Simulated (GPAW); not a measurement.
**Nb2NS2 MXene monolayer: work function by functional and basis**

How far do functional and basis move the work function of Nb2NS2 MXene monolayer?

Calculated with GPAW 26.7.0; GPAW, PAW setups; layer in a repeated cell with vacuum, relaxation of atoms and in-plane cell, in the first sound run; inputs show where later runs differ.

## Step 1: Set-up

The cell holds 5 atoms: 2 S, 2 Nb and 1 N. Cell: a = 3.079 Å, b = 3.079 Å, c = 20.019 Å, α = 90.0°, β = 90.0°, γ = 120.0°. Vacuum lies along c.

## Step 2: Relaxation

Forces are removed first; all later runs use this geometry.

Contents of run.py:

```python
import json
import numpy as np
from ase import Atoms
from ase.filters import FrechetCellFilter
from ase.optimize import BFGS
from gpaw import GPAW, PW

slab = Atoms(
    ['S', 'Nb', 'N', 'Nb', 'S'],
    positions=[
        [-0.00000, 1.77771, 7.00000],
        [1.53954, 0.88885, 8.79456],
        [0.00000, 0.00000, 10.00948],
        [-0.00000, 1.77771, 11.22440],
        [1.53954, 0.88885, 13.01896]],
    cell=[[3.07908, 0.0, 0.0], [-1.53954, 2.66656, 0.0], [0.0, 0.0, 20.019]],
    pbc=[True, True, True])

slab.calc = GPAW(mode=PW(600), xc='PBE', kpts={'size': (12, 12, 1), 'gamma': True},
                 occupations={'name': 'fermi-dirac', 'width': 0.05}, nbands='160%',
                 convergence={'density': 1e-05}, maxiter=200,
                 symmetry={'tolerance': 1e-3}, txt='slab.txt')
result = {}
# The in-plane cell is free; stress needs a cell that repeats along all three vectors
path = []
opt = BFGS(FrechetCellFilter(slab, mask=[1, 1, 0, 0, 0, 1]), maxstep=0.2)
opt.attach(lambda: path.append((slab.get_potential_energy(), slab.positions.tolist(), slab.get_forces().tolist())))
result['relaxed'] = bool(opt.run(fmax=0.02, steps=45))
result['path'] = path
result['cell'] = slab.cell.tolist()
print('in-plane lattice', slab.cell.cellpar().round(4)[[0, 1, 5]])
energy = slab.get_potential_energy()
fermi = slab.calc.get_fermi_level()
v = slab.calc.get_electrostatic_potential().mean((0, 1)) - fermi
n = slab.calc.get_pseudo_density().mean((0, 1))
L = slab.cell[2, 2]
z = np.arange(len(v)) * L / len(v)
low, high = slab.positions[:, 2].min(), slab.positions[:, 2].max()
below, above = np.interp([low - 4.8, high + 4.8], z, v)
slopes = [np.interp(x, z, np.gradient(v, z)) for x in (low - 4.8, high + 4.8)]
eps = np.array([[slab.calc.get_eigenvalues(k, s) for k in range(len(slab.calc.get_ibz_k_points()))]
                for s in range(slab.calc.get_number_of_spins())]) - fermi
top, bottom = eps[eps < 0].max(), eps[eps > 0].min()
dipole = slab.get_dipole_moment()[2]
print(f'energy {energy:.4f} eV, Fermi level {fermi:.4f} eV, dipole {dipole:.5f} e A')
print(f'potential 4.8 A off the faces, from the Fermi level: lower {below:.4f} eV, upper {above:.4f} eV')
print(f'slope of the potential there: lower {slopes[0]:.5f}, upper {slopes[1]:.5f} eV/A')
print(f'nearest levels on the mesh: {top:.4f} and {bottom:.4f} eV')
print('magnetic moment', round(slab.get_magnetic_moment(), 3))
result.update(energy=energy, fermi=fermi, dipole=dipole, below=below, above=above, slopes=slopes, edges=[top, bottom],
              z=z.tolist(), v=v.tolist(), n=n.tolist(), positions=slab.positions.tolist(),
              forces=slab.get_forces(apply_constraint=False).tolist(), moments=slab.get_magnetic_moments().tolist())
json.dump(result, open('result.json', 'w'))
```

Run with:

```bash
> OMP_NUM_THREADS=1 OPENBLAS_NUM_THREADS=1 python run.py
```

Log:

```text
Step          Energy          fmax
BFGS:    0      -41.781708        1.458205
BFGS:    1      -41.921461        1.199291
BFGS:    2      -42.104584        1.057243
BFGS:    3      -42.151149        0.916337
BFGS:    4      -42.444029        1.104517
BFGS:    5      -42.468878        0.881877
BFGS:    6      -42.557246        0.607344
BFGS:    7      -42.586681        0.296872
BFGS:    8      -42.589579        0.029726
BFGS:    9      -42.589383        0.001138
in-plane lattice [  3.2804   3.2804 120.    ]
energy -42.5838 eV, Fermi level 0.8452 eV, dipole -0.00064 e A
potential 4.8 A off the faces, from the Fermi level: lower 5.4060 eV, upper 5.4091 eV
slope of the potential there: lower -0.00087, upper -0.00039 eV/A
nearest levels on the mesh: -0.0579 and 0.1541 eV
magnetic moment 0.0
```

It took 8.4 min on 1 thread of Intel Xeon Platinum 8488C (Sapphire Rapids), shared host; peak memory 0.43 GiB.

Numbers from this step:

| Item | Value |
| --- | --- |
| dipole along the normal | -6.37e-4 e·Å |
| levels nearest the Fermi level on the mesh | -0.05790, 0.1541 eV from the Fermi level |

The electrostatic potential energy of an electron (without an applied field's), less the Fermi level, planar mean oscillates, so the rows of the table below give means over windows of 1.67 Å about each position, cut where the curve ends. Its maxima inside the range that stand out by 2 % of the span (Å: eV): 7.9: -5.54, 9.6: -9.75, 10.4: -9.75, 12.1: -5.53. Its minima: 7.3: -17.6, 8.8: -21.9, 10.0: -14.0, 11.2: -21.9, 12.8: -17.6.

Table of electrostatic potential energy of an electron (without an applied field's), less the Fermi level, planar mean by z; means over each step:

| z (Å) | electrostatic potential energy of an electron (without an applied field's), less the Fermi level, planar mean (eV) |
| --- | --- |
| 0.83 | 5.41 |
| 2.50 | 5.41 |
| 4.17 | 5.40 |
| 5.84 | 3.95 |
| 7.51 | -9.93 |
| 9.18 | -15.4 |
| 10.86 | -15.4 |
| 12.52 | -9.81 |
| 14.20 | 4.05 |
| 15.86 | 5.40 |
| 17.54 | 5.41 |
| 19.20 | 5.41 |

The pseudo valence density, planar mean by z:

| z (Å) | pseudo valence density, planar mean (e/Å³) |
| --- | --- |
| 4.0 | 8.8e-5 |
| 4.5 | 4.2e-4 |
| 5.0 | 0.00203 |
| 5.5 | 0.0102 |
| 6.0 | 0.0509 |
| 6.5 | 0.212 |
| 7.0 | 0.393 |
| 7.5 | 0.461 |
| 8.0 | 0.439 |
| 8.5 | 0.808 |
| 9.0 | 1.22 |
| 9.5 | 0.654 |
| 10.0 | 0.719 |
| 10.5 | 0.651 |
| 11.0 | 1.20 |
| 11.5 | 0.839 |
| 12.0 | 0.441 |
| 12.5 | 0.464 |
| 13.0 | 0.393 |
| 13.5 | 0.222 |
| 14.0 | 0.0544 |
| 14.5 | 0.0109 |
| 15.0 | 0.00218 |
| 15.5 | 4.5e-4 |
| 16.0 | 9.4e-5 |

The relaxation lowered the energy of the cell by 0.812 eV (energies extrapolated to zero smearing; the optimiser's log prints free energies). The largest force left on a free atom is 0.0011 eV/Å.

## Step 3: Plane waves, PBE

With the geometry fixed, the planar mean of the potential gives the vacuum level on each side.

This step: GPAW, PAW setups; slab in vacuum (GPAW 26.7.0).

The cell differs from the one that the last finished run ended in (c 20.019 → 19.512 Å).

run.py, as its differences from that of step 2:

```diff
@@ -3,4 +3,2 @@
 from ase import Atoms
-from ase.filters import FrechetCellFilter
-from ase.optimize import BFGS
 from gpaw import GPAW, PW
@@ -10,23 +8,16 @@
     positions=[
-        [-0.00000, 1.77771, 7.00000],
-        [1.53954, 0.88885, 8.79456],
-        [0.00000, 0.00000, 10.00948],
-        [-0.00000, 1.77771, 11.22440],
-        [1.53954, 0.88885, 13.01896]],
-    cell=[[3.07908, 0.0, 0.0], [-1.53954, 2.66656, 0.0], [0.0, 0.0, 20.019]],
-    pbc=[True, True, True])
+        [0.00000, 1.89397, 7.00000],
+        [1.64022, 0.94698, 8.61109],
+        [0.00000, 0.00000, 9.75574],
+        [0.00000, 1.89397, 10.90039],
+        [1.64022, 0.94698, 12.51148]],
+    cell=[[3.28045, -0.0, 0.0], [-1.64022, 2.84095, 0.0], [0.0, 0.0, 19.5115]],
+    pbc=[True, True, False])
 
-slab.calc = GPAW(mode=PW(600), xc='PBE', kpts={'size': (12, 12, 1), 'gamma': True},
+slab.calc = GPAW(mode=PW(500), xc='PBE', kpts={'size': (12, 12, 1), 'gamma': True},
                  occupations={'name': 'fermi-dirac', 'width': 0.05}, nbands='160%',
                  convergence={'density': 1e-05}, maxiter=200,
+                 poissonsolver={'dipolelayer': 'xy'},
                  symmetry={'tolerance': 1e-3}, txt='slab.txt')
 result = {}
-# The in-plane cell is free; stress needs a cell that repeats along all three vectors
-path = []
-opt = BFGS(FrechetCellFilter(slab, mask=[1, 1, 0, 0, 0, 1]), maxstep=0.2)
-opt.attach(lambda: path.append((slab.get_potential_energy(), slab.positions.tolist(), slab.get_forces().tolist())))
-result['relaxed'] = bool(opt.run(fmax=0.02, steps=45))
-result['path'] = path
-result['cell'] = slab.cell.tolist()
-print('in-plane lattice', slab.cell.cellpar().round(4)[[0, 1, 5]])
 energy = slab.get_potential_energy()
```

Log:

```text
energy -42.1461 eV, Fermi level 1.0093 eV, dipole -0.00030 e A
potential 4.8 A off the faces, from the Fermi level: lower 5.4055 eV, upper 5.4118 eV
slope of the potential there: lower -0.00036, upper 0.00036 eV/A
nearest levels on the mesh: -0.0585 and 0.1538 eV
magnetic moment 0.0
```

Wall time 50 s (1 thread); peak memory 0.25 GiB.

This step gave:

| Quantity | Value |
| --- | --- |
| dipole along the normal | -3.00e-4 e·Å |
| levels nearest the Fermi level on the mesh | -0.05848, 0.1538 eV from the Fermi level |
| upper work function | 5.412 eV |
| lower work function | 5.405 eV |

The electrostatic potential energy of an electron (without an applied field's), less the Fermi level, planar mean oscillates, so the rows of the table below give means over windows of 1.67 Å about each position, cut where the curve ends. Its maxima inside the range that stand out by 2 % of the span (Å: eV): 7.7: -5.52, 9.4: -9.76, 10.1: -9.76, 11.8: -5.52. Its minima: 7.0: -17.4, 8.6: -21.9, 9.8: -14.0, 10.9: -21.9, 12.5: -17.4.

Electrostatic potential energy of an electron (without an applied field's), less the Fermi level, planar mean against z; means over each step:

| z (Å) | electrostatic potential energy of an electron (without an applied field's), less the Fermi level, planar mean (eV) |
| --- | --- |
| 0.83 | 5.41 |
| 2.50 | 5.41 |
| 4.17 | 5.39 |
| 5.84 | 2.31 |
| 7.51 | -11.3 |
| 9.18 | -15.1 |
| 10.86 | -14.7 |
| 12.52 | -8.51 |
| 14.20 | 4.80 |
| 15.86 | 5.41 |
| 17.54 | 5.41 |
| 19.20 | 5.41 |

Table of pseudo valence density, planar mean by z:

z (Å), pseudo valence density, planar mean (e/Å³) and a bar:
```
      3.5       0.00 
      4.0       0.00 
      4.5       0.00 
      5.0       0.00 
      5.5       0.02 #
      6.0       0.11 ###
      6.5       0.34 ########
      7.0       0.39 #########
      7.5       0.46 ###########
      8.0       0.51 #############
      8.5       1.21 ##############################
      9.0       0.86 #####################
      9.5       0.69 #################
     10.0       0.69 #################
     10.5       0.84 #####################
     11.0       1.22 ##############################
     11.5       0.53 #############
     12.0       0.46 ###########
     12.5       0.39 #########
     13.0       0.34 ########
     13.5       0.12 ###
     14.0       0.02 #
     14.5       0.00 
     15.0       0.00 
     15.5       0.00 
     16.0       0.00
```

The potential is flat to 3.6e-4 eV/Å where it is read, so the vacuum is wide enough.

## Step 4: Self-consistent run: xc = "LDA"

The same geometry under LDA, to see how far the functional moves the levels against the vacuum.

run.py, as its differences from that of step 3:

```diff
@@ -16,3 +16,3 @@
 
-slab.calc = GPAW(mode=PW(500), xc='PBE', kpts={'size': (12, 12, 1), 'gamma': True},
+slab.calc = GPAW(mode=PW(500), xc='LDA', kpts={'size': (12, 12, 1), 'gamma': True},
                  occupations={'name': 'fermi-dirac', 'width': 0.05}, nbands='160%',
```

Log:

```text
energy -46.7637 eV, Fermi level 0.7618 eV, dipole -0.00030 e A
potential 4.8 A off the faces, from the Fermi level: lower 5.6467 eV, upper 5.6530 eV
slope of the potential there: lower -0.00037, upper 0.00037 eV/A
nearest levels on the mesh: -0.0617 and 0.1550 eV
magnetic moment 0.0
```

Elapsed: 47 s, on 1 thread; peak memory 0.25 GiB.

This step gave:

* levels nearest the Fermi level on the mesh: -0.06168, 0.1550 eV from the Fermi level
* upper work function: 5.653 eV
* lower work function: 5.647 eV

The electrostatic potential energy of an electron (without an applied field's), less the Fermi level, planar mean oscillates, so the rows of the table below give means over windows of 1.67 Å about each position, cut where the curve ends. Its maxima inside the range that stand out by 2 % of the span (Å: eV): 7.7: -5.26, 9.4: -9.46, 10.1: -9.46, 11.8: -5.26. Its minima: 7.0: -17.2, 8.6: -21.7, 9.8: -13.7, 10.9: -21.6, 12.5: -17.2.

Table of electrostatic potential energy of an electron (without an applied field's), less the Fermi level, planar mean by z; means over each step:

z (Å), electrostatic potential energy of an electron (without an applied field's), less the Fermi level, planar mean (eV) and a bar from the least value:
```
     0.83        5.6 ##############################
     2.50        5.6 ##############################
     4.17        5.6 ##############################
     5.84        2.5 #########################
     7.51      -11.1 #####
     9.18      -14.8 
    10.86      -14.4 #
    12.52       -8.3 ##########
    14.20        5.0 #############################
    15.86        5.6 ##############################
    17.54        5.7 ##############################
    19.20        5.7 ##############################
```

Pseudo valence density, planar mean against z:

| z (Å) | pseudo valence density, planar mean (e/Å³) |
| --- | --- |
| 3.5 | 4.0e-5 |
| 4.0 | 2.0e-4 |
| 4.5 | 9.6e-4 |
| 5.0 | 0.00474 |
| 5.5 | 0.0245 |
| 6.0 | 0.113 |
| 6.5 | 0.338 |
| 7.0 | 0.388 |
| 7.5 | 0.463 |
| 8.0 | 0.515 |
| 8.5 | 1.21 |
| 9.0 | 0.860 |
| 9.5 | 0.689 |
| 10.0 | 0.691 |
| 10.5 | 0.845 |
| 11.0 | 1.22 |
| 11.5 | 0.527 |
| 12.0 | 0.462 |
| 12.5 | 0.389 |
| 13.0 | 0.342 |
| 13.5 | 0.117 |
| 14.0 | 0.0253 |
| 14.5 | 0.00487 |
| 15.0 | 0.00100 |
| 15.5 | 2.0e-4 |
| 16.0 | 4.1e-5 |

Force by atom:

| atom | x (eV/Å) | y (eV/Å) | z (eV/Å) | size |
| --- | --- | --- | --- | --- |
| S1 | 0.000 | 0.000 | 0.563 | 0.563 |
| Nb2 | 0.000 | 0.000 | 0.245 | 0.245 |
| N3 | 0.000 | 0.000 | 0.000 | 0.000 |
| Nb4 | 0.000 | 0.000 | -0.245 | 0.245 |
| S5 | 0.000 | 0.000 | -0.563 | 0.563 |

The upper face's work function is 5.653 eV, against 5.412 eV in the first plane-wave PBE run at this geometry.

## Step 5: Self-consistent run: xc = "vdW-DF2"

The same geometry under vdW-DF2, to see how far the functional moves the levels against the vacuum (the van der Waals functionals take revPBE setups).

run.py, as its differences from that of step 4:

```diff
@@ -16,3 +16,3 @@
 
-slab.calc = GPAW(mode=PW(500), xc='LDA', kpts={'size': (12, 12, 1), 'gamma': True},
+slab.calc = GPAW(mode=PW(500), xc='vdW-DF2', kpts={'size': (12, 12, 1), 'gamma': True},
                  occupations={'name': 'fermi-dirac', 'width': 0.05}, nbands='160%',
```

Log:

```text
energy -265.0583 eV, Fermi level 0.8009 eV, dipole -0.00030 e A
potential 4.8 A off the faces, from the Fermi level: lower 5.7967 eV, upper 5.8030 eV
slope of the potential there: lower -0.00043, upper 0.00043 eV/A
nearest levels on the mesh: -0.0572 and 0.1343 eV
magnetic moment 0.0
```

Run time: 63 s. Hardware: 1 thread; peak memory 0.43 GiB.

Numbers from this step:

```
dipole along the normal                    : -2.99e-4 e·Å
levels nearest the Fermi level on the mesh : -0.05721, 0.1343 eV from the Fermi level
upper work function                        : 5.803 eV
lower work function                        : 5.797 eV
```

The upper face's work function is 5.803 eV, against 5.412 eV in the first plane-wave PBE run at this geometry.

## Step 6: Self-consistent run: xc = "RPBE"

The same geometry under RPBE, to see how far the functional moves the levels against the vacuum.

run.py, as its differences from that of step 5:

```diff
@@ -16,3 +16,3 @@
 
-slab.calc = GPAW(mode=PW(500), xc='vdW-DF2', kpts={'size': (12, 12, 1), 'gamma': True},
+slab.calc = GPAW(mode=PW(500), xc='RPBE', kpts={'size': (12, 12, 1), 'gamma': True},
                  occupations={'name': 'fermi-dirac', 'width': 0.05}, nbands='160%',
```

Log:

```text
energy -39.9361 eV, Fermi level 1.0983 eV, dipole -0.00030 e A
potential 4.8 A off the faces, from the Fermi level: lower 5.3142 eV, upper 5.3205 eV
slope of the potential there: lower -0.00037, upper 0.00037 eV/A
nearest levels on the mesh: -0.0577 and 0.1519 eV
magnetic moment 0.0
```

Elapsed: 49 s, on 1 thread; peak memory 0.26 GiB.

Numbers from this step:

| Quantity | Value |
| --- | --- |
| dipole along the normal | -3.00e-4 e·Å |
| levels nearest the Fermi level on the mesh | -0.05773, 0.1519 eV from the Fermi level |
| upper work function | 5.321 eV |
| lower work function | 5.314 eV |

The electrostatic potential energy of an electron (without an applied field's), less the Fermi level, planar mean oscillates, so the rows of the table below give means over windows of 1.67 Å about each position, cut where the curve ends. Its maxima inside the range that stand out by 2 % of the span (Å: eV): 7.7: -5.60, 9.4: -9.85, 10.1: -9.85, 11.8: -5.60. Its minima: 7.0: -17.5, 8.6: -22.0, 9.8: -14.1, 10.9: -22.0, 12.5: -17.5.

Electrostatic potential energy of an electron (without an applied field's), less the Fermi level, planar mean against z; means over each step:

| z (Å) | electrostatic potential energy of an electron (without an applied field's), less the Fermi level, planar mean (eV) |
| --- | --- |
| 0.83 | 5.31 |
| 2.50 | 5.31 |
| 4.17 | 5.30 |
| 5.84 | 2.22 |
| 7.51 | -11.4 |
| 9.18 | -15.2 |
| 10.86 | -14.8 |
| 12.52 | -8.59 |
| 14.20 | 4.70 |
| 15.86 | 5.32 |
| 17.54 | 5.32 |
| 19.20 | 5.32 |

The upper face's work function is 5.321 eV, against 5.412 eV in the first plane-wave PBE run at this geometry.

## Step 7: OptPBE vdW: xc = "optPBE-vdW"

The same geometry under optPBE-vdW, to see how far the functional moves the levels against the vacuum (the van der Waals functionals take revPBE setups).

run.py, as its differences from that of step 6:

```diff
@@ -16,3 +16,3 @@
 
-slab.calc = GPAW(mode=PW(500), xc='RPBE', kpts={'size': (12, 12, 1), 'gamma': True},
+slab.calc = GPAW(mode=PW(500), xc='optPBE-vdW', kpts={'size': (12, 12, 1), 'gamma': True},
                  occupations={'name': 'fermi-dirac', 'width': 0.05}, nbands='160%',
```

Log:

```text
energy -81.6815 eV, Fermi level 0.8496 eV, dipole -0.00030 e A
potential 4.8 A off the faces, from the Fermi level: lower 5.6477 eV, upper 5.6540 eV
slope of the potential there: lower -0.00039, upper 0.00039 eV/A
nearest levels on the mesh: -0.0585 and 0.1440 eV
magnetic moment 0.0
```

Elapsed: 62 s, on 1 thread; peak memory 0.43 GiB.

This step gave:

| Quantity | Value |
| --- | --- |
| dipole along the normal | -2.99e-4 e·Å |
| levels nearest the Fermi level on the mesh | -0.05854, 0.1440 eV from the Fermi level |
| upper work function | 5.654 eV |
| lower work function | 5.648 eV |

The upper face's work function is 5.654 eV, against 5.412 eV in the first plane-wave PBE run at this geometry.

## Step 8: Self-consistent run: xc = "revPBE"

The same geometry under revPBE, to see how far the functional moves the levels against the vacuum.

run.py, as its differences from that of step 7:

```diff
@@ -16,3 +16,3 @@
 
-slab.calc = GPAW(mode=PW(500), xc='optPBE-vdW', kpts={'size': (12, 12, 1), 'gamma': True},
+slab.calc = GPAW(mode=PW(500), xc='revPBE', kpts={'size': (12, 12, 1), 'gamma': True},
                  occupations={'name': 'fermi-dirac', 'width': 0.05}, nbands='160%',
```

Log:

```text
energy -40.3077 eV, Fermi level 1.0908 eV, dipole -0.00030 e A
potential 4.8 A off the faces, from the Fermi level: lower 5.3110 eV, upper 5.3173 eV
slope of the potential there: lower -0.00037, upper 0.00037 eV/A
nearest levels on the mesh: -0.0579 and 0.1520 eV
magnetic moment 0.0
```

Elapsed: 50 s, on 1 thread; peak memory 0.25 GiB.

This step gave:

```
dipole along the normal                    : -3.00e-4 e·Å
levels nearest the Fermi level on the mesh : -0.05792, 0.1520 eV from the Fermi level
upper work function                        : 5.317 eV
lower work function                        : 5.311 eV
```

The upper face's work function is 5.317 eV, against 5.412 eV in the first plane-wave PBE run at this geometry.

[end of part 1 of 2]

[Logs are printed without paths, hosts, clocks, repeated set-up lines and the standing remarks that a program may print on its own settings, such as how far it seeks lower states.]

[Hosts, paths, dates, database ids (printed as entryN), source tags and the programs' standing remarks are cut or masked in the printed files.]
